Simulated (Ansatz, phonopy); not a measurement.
# SiC (Moissanite, P6_3mc): phonons against volume, part 4 of 4

Which modes of SiC (Moissanite) drive its thermal expansion?

Ansatz 0.2.0; DFT LDA, scalar-relativistic, plane waves, PAW; PAW set soft_1.

So far. Step 16 (Phonons, V/V0 1.05): No mode is imaginary beyond numerical noise at the solved wavevectors. The highest zone-centre mode (no LO–TO term) moved by -5.5 % for a volume change of +5.0 %.

### 17. Mode Grüneisen parameters

This step: DFT LDA, scalar-relativistic, plane waves, PAW; PAW set soft_1 (phonopy 4.10.0).

This step gave:

| Property | Result |
| --- | --- |
| share of modes with a negative Grüneisen parameter | 0.017 |

Mean Grüneisen, by row:

```csv
T (K),heat-capacity-weighted mean,root mean square
50,0.217,0.317
100,0.287,0.398
200,0.533,0.692
300,0.692,0.843
500,0.806,0.939
800,0.849,0.973
```

The mean mode Grueneisen parameter by wavenumber:

```csv
wavenumber (cm⁻¹),mean mode Grueneisen parameter
16,-
48,0.119
81,0.34
113,0.248
146,0.162
178,0.22
210,0.226
243,0.183
275,0.167
308,0.185
340,0.303
372,0.415
405,0.493
437,0.618
469,0.784
502,0.931
534,0.938
566,0.927
599,0.969
631,-
664,-
696,-
728,1.36
761,1.36
793,1.29
825,1.28
858,1.21
890,1.12
922,1.1
955,1.09
```

Volume series, by row:

```csv
V/V0,V (Å³/atom),pressure (GPa),E - E0 (meV/atom),gap (eV),zero-point energy (meV/atom),lowest on the path (cm⁻¹),highest at Gamma without the LO-TO term (cm⁻¹)
0.97,9.841,7.458,6.916,2.077,114.5,0,871.5
0.985,9.993,3.593,1.693,2.104,112.7,0,856
1,10.14,0.001,0,2.132,111,0,841.1
1.015,10.3,-3.338,1.604,2.157,109.2,0,826.7
1.03,10.45,-6.44,6.266,2.183,107.6,0,812.8
1.05,10.65,-10.24,16.86,2.216,105.4,0,795.2
```

Table of optical frequency at Gamma without the LO-TO term by V/V0:

```csv
V/V0,mode 4 (cm⁻¹),mode 6 (cm⁻¹),mode 7 (cm⁻¹),mode 9 (cm⁻¹),mode 10 (cm⁻¹),mode 12 (cm⁻¹)
0.9700,257,616,799,800,830,872
0.9850,257,608,784,785,815,856
1.0000,258,599,768,771,801,841
1.0150,258,591,753,758,788,827
1.0300,259,582,738,745,775,813
1.0500,259,571,719,729,758,795
```

Grüneisen at points, by row, the first 40 of 43 rows:

```csv
point,branch,frequency (cm⁻¹),mode Grüneisen parameter
Γ,4,258,-0.15
Γ,6,599.3,0.93
Γ,7,767.9,1.34
Γ,9,771.3,1.16
Γ,10,801.3,1.14
Γ,11,841.1,1.16
Γ,12,972.5,1.08
M,1,259.9,-0.08
M,2,338.7,0.4
M,3,377.1,0.16
M,4,430.3,0.51
M,5,551.6,1.09
M,6,559.8,0.67
M,7,756.7,1.4
M,8,768.3,1.48
M,9,776.9,1.32
M,10,789.8,1.28
M,11,858.1,1.22
M,12,866.2,1.19
K,1,396,0.38
K,3,415.3,0.32
K,4,474.5,0.55
K,5,498.1,1
K,7,744.9,1.34
K,9,814.6,1.3
K,11,836.2,1.26
K,12,854,1.3
A,1,194.5,0.01
A,5,401.6,1.05
A,7,783.4,1.24
A,11,916.6,1.1
L,1,324.4,0.14
L,3,326.3,0.14
L,5,602.4,1.01
L,7,772.6,1.4
L,9,792.3,1.27
L,11,846.6,1.18
H,1,304.9,-0.1
H,3,450.1,0.5
H,5,575.5,0.94
```

### 18. Quasi-harmonic fit by phonopy

Numbers from this step:

| Quantity | Value |
| --- | --- |
| volume expansion coefficient at 300 K | 6.91 1e-6/K |
| isothermal bulk modulus at 300 K | 225.1 GPa |
| C_P at 300 K | 13.58 J/mol-atom/K |
| Grüneisen parameter at 300 K | 0.707 |

Table of energy (each curve on its own zero) by volume; values in meV/atom:

```csv
volume (Å³/atom),static,F at 0 K,F at 300 K,F at 1300 K
9.841,6.92,11.4,11.7,18.8
9.993,1.69,4.35,4.58,8.95
10.145,0,0.9,1,2.6
10.297,1.6,0.79,0.73,-0.46
10.449,6.27,3.77,3.56,-0.47
10.652,16.9,12.2,11.7,3.9
```

Phonopy-qha, vinet fit of F(V) at each temperature; no electronic free energy. Qha vinet, by row:

```csv
T (K),fitted volume (Å³/atom),alpha_V (1e-6/K),B_T (GPa),C_P (J/mol-atom/K),Grueneisen
100,10.23,0.53,226.3,2.257,0.3221
150,10.23,1.64,226.2,5.235,0.435
200,10.23,3.3,225.9,8.306,0.5526
250,10.23,5.16,225.6,11.14,0.6433
300,10.23,6.91,225.1,13.58,0.7067
350,10.24,8.42,224.6,15.57,0.7503
400,10.24,9.68,224,17.18,0.7809
450,10.25,10.71,223.4,18.46,0.803
500,10.25,11.56,222.7,19.48,0.8195
550,10.26,12.25,222,20.31,0.832
600,10.27,12.83,221.3,20.99,0.8418
650,10.27,13.31,220.7,21.55,0.8497
700,10.28,13.73,220,22.01,0.8562
750,10.29,14.08,219.2,22.4,0.8616
800,10.29,14.39,218.5,22.73,0.8661
850,10.3,14.66,217.8,23.01,0.8701
900,10.31,14.9,217.1,23.26,0.8735
950,10.32,15.12,216.3,23.47,0.8766
1000,10.32,15.31,215.6,23.66,0.8793
1050,10.33,15.49,214.9,23.83,0.8818
1100,10.34,15.66,214.2,23.97,0.8841
1150,10.35,15.81,213.4,24.11,0.8862
1200,10.36,15.95,212.7,24.23,0.8882
1250,10.36,16.09,211.9,24.34,0.89
```

Table of volume expansion coefficient, phonopy-qha, Vinet by temperature:

```csv
temperature (K),"volume expansion coefficient, phonopy-qha, Vinet (1e-6/K)"
75,0.22
125,1
150,1.64
200,3.3
250,5.16
275,6.06
325,7.7
375,9.08
400,9.68
450,10.7
500,11.6
525,11.9
575,12.6
625,13.1
650,13.3
700,13.7
725,13.9
775,14.2
825,14.5
850,14.7
900,14.9
950,15.1
975,15.2
1025,15.4
1075,15.6
1100,15.7
1150,15.8
1200,15.9
1225,16.0
1275,16.1
```

The fit gives a volume expansion of 6.91 × 10⁻⁶/K at 300 K.

### 19. Summary of results

| Item | Value |
| --- | --- |
| volume expansion coefficient at 300 K | 6.91 1e-6/K |
| isothermal bulk modulus at 300 K | 225.1 GPa |
| C_P at 300 K | 13.58 J/mol-atom/K |
| Grüneisen parameter at 300 K | 0.707 |
| mean mode Grüneisen parameter at 300 K | 0.692 |

**Reading.** Near room temperature SiC (Moissanite) expands by 6.91 × 10⁻⁶/K in volume by LDA, with C_P = 13.6 J/(mol K) per mole of atoms and B_T = 225 GPa. C_P at room temperature is 54 % of the classical 3R an atom, so the stiffest modes are still partly frozen out. The heat-capacity-weighted Grüneisen parameter goes from 0.217 at 50 K to 0.849 at 800 K. Weighting γ by the density of states and each mode's heat capacity at 300 K, modes below 320 cm⁻¹ give about 7 % of the sum of γC that drives the expansion, those up to 640 cm⁻¹ 37 % and the rest 56 %. Among the labelled points γ is largest for branch 8 at M (768 cm⁻¹, 1.5) and most negative for branch 4 at Γ (258 cm⁻¹, -0.15). The interpolation has no quadrupole term, so branches near the zone centre are less sure, since this crystal has sites that are not centres of inversion. The PAW files were made for PBE and are used here under another functional, for which the program regenerates the frozen cores.

[Logs are printed without paths, hosts, clocks, repeated set-up lines and the standing remarks that a program may print on its own settings, such as how far it seeks lower states.]

[Hosts, paths, dates, database ids (printed as entryN), source tags and the programs' standing remarks are cut or masked in the printed files.]

[A step with changed settings may run another functional than the one named; its input shows which.]


